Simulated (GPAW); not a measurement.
**Quasiparticle gap of SrAlGeH (P3m1) in GPAW**

Symmetry: P3m1, No. 156, trigonal system. The conventional cell has a = 4.266 Å, b = 4.266 Å, c = 4.967 Å, α = 90.00°, β = 90.00°, γ = 120.00°. Nearest to Sr lie 3 H at 2.51 Å. Al has 1 H at 1.75 Å and 3 Ge at 2.52 Å nearest. Ge has 3 Al at 2.52 Å nearest. Nearest to H lie 1 Al at 1.75 Å and 3 Sr at 2.51 Å. Farther neighbours are not listed.

| Item | Value |
| --- | --- |
| method | DFT, LDA, plane waves, PAW (and 1 further level or step) |
| program | GPAW 26.7.0 |
| settings of one run | cutoff 600 eV, GPAW PAW setups 1.2.1 data release, 3×3×2 k-mesh, nbands 103 |
| cost | 3 runs, 34 s in all on 4 MPI ranks of Arm Neoverse V2, shared host (the runs of this entry) |
| notes | The cell and positions are those that the Materials Project relaxed with its own functionals (PBE, PBE+U or r2SCAN), kept fixed. Limits: no spin-orbit coupling. Only 3 of the mesh’s irreducible points were corrected, so a valley elsewhere could overtake. Bands and cutoff are finite, so the gap is not at the basis limit. The miss can reach some tenths of an eV and take either sign; the mesh is an error of its own. The 3×3×2 mesh is coarse for this cell, which bears on the long-range parts of exchange and screening. |
| LDA gap | 0.63 eV, indirect |
| G0W0 gap on the mesh | 1.50 eV |
| G0W0 gap over the zone (rigid shift) | 1.11 eV |
| GW settings | 3×3×2 mesh, 93 bands, screening to 65 eV, Godby-Needs plasmon pole |
| known limits | not at the basis limit; no spin-orbit coupling; coarse k mesh |

G0W0 moves the gap on the mesh from 1.01 eV to 1.50 eV (+0.49 eV), with Z of 0.78 and 0.79 at the edges. The mesh misses the band edges by 0.38 eV in all; a rigid shift gives 1.11 eV for the zone.

## CsGeCl3 (R3m): G0W0 with GPAW, start to end

Symmetry: R3m, No. 160, trigonal system. Conventional cell: a = 7.694 Å, b = 7.694 Å, c = 9.535 Å, α = 90.00°, β = 90.00°, γ = 120.00°. Cs has 12 Cl at 3.86 to 3.90 Å nearest. Nearest to Ge lie 3 Cl at 2.37 Å. Cl has 2 Ge at 2.37 to 3.10 Å and 4 Cs at 3.86 to 3.90 Å nearest. Farther neighbours and most contacts between anions are not listed.

```xyz
5
Lattice="3.8468 2.2210 3.1783 -3.8468 2.2210 3.1783 0.0000 -4.4419 3.1783" Properties=species:S:1:pos:R:3 pbc="T T T"
Cs    0.0000    0.0000    9.5197
Ge    0.0000    0.0000    4.9156
Cl    0.0000   -2.0074    6.1725
Cl   -1.7385    1.0037    6.1725
Cl    1.7385    1.0037    6.1725
```

| Property | Result |
| --- | --- |
| method | DFT, LDA, plane waves, PAW (and 1 further level or step) |
| program | GPAW 26.7.0 |
| settings of one run | cutoff 450 eV, GPAW PAW setups 1.2.1 data release, 2×2×2 k-mesh, nbands 558 |
| cost | 3 runs, 79 s in all on 4 MPI ranks of Arm Neoverse V2, shared host (the runs of this entry) |
| notes | The cell and positions are those that the Materials Project relaxed with its own functionals (PBE, PBE+U or r2SCAN), kept fixed. Limits: no spin-orbit coupling. Bands and cutoff are finite, so the gap is not at the basis limit. The miss can reach some tenths of an eV and take either sign; the mesh is an error of its own. The 2×2×2 mesh is coarse for this cell, which bears on the long-range parts of exchange and screening. |
| LDA gap | 1.95 eV, direct |
| G0W0 gap on the mesh | 3.47 eV |
| GW settings | 2×2×2 mesh, 254 bands, screening to 78 eV, Godby-Needs plasmon pole |
| known limits | not at the basis limit; no spin-orbit coupling; coarse k mesh |

G0W0 moves the gap on the mesh from 1.95 eV to 3.47 eV (+1.52 eV), with Z of 0.79 and 0.81 at the edges. Only 2 of the mesh's irreducible points were corrected, so a valley elsewhere could overtake.

[Paths, hosts, dates, memory and timing lines, banners, echoed tables and standing remarks are left out of the program output.]

[Logs are printed without paths, hosts, clocks, repeated set-up lines and the standing remarks that a program may print on its own settings, such as how far it seeks lower states.]

[Runs of the session that timed out or met a known fault of the program may be left out.]

[Hosts, paths, dates, database ids (printed as entryN), source tags and the programs' standing remarks are cut or masked in the printed files.]
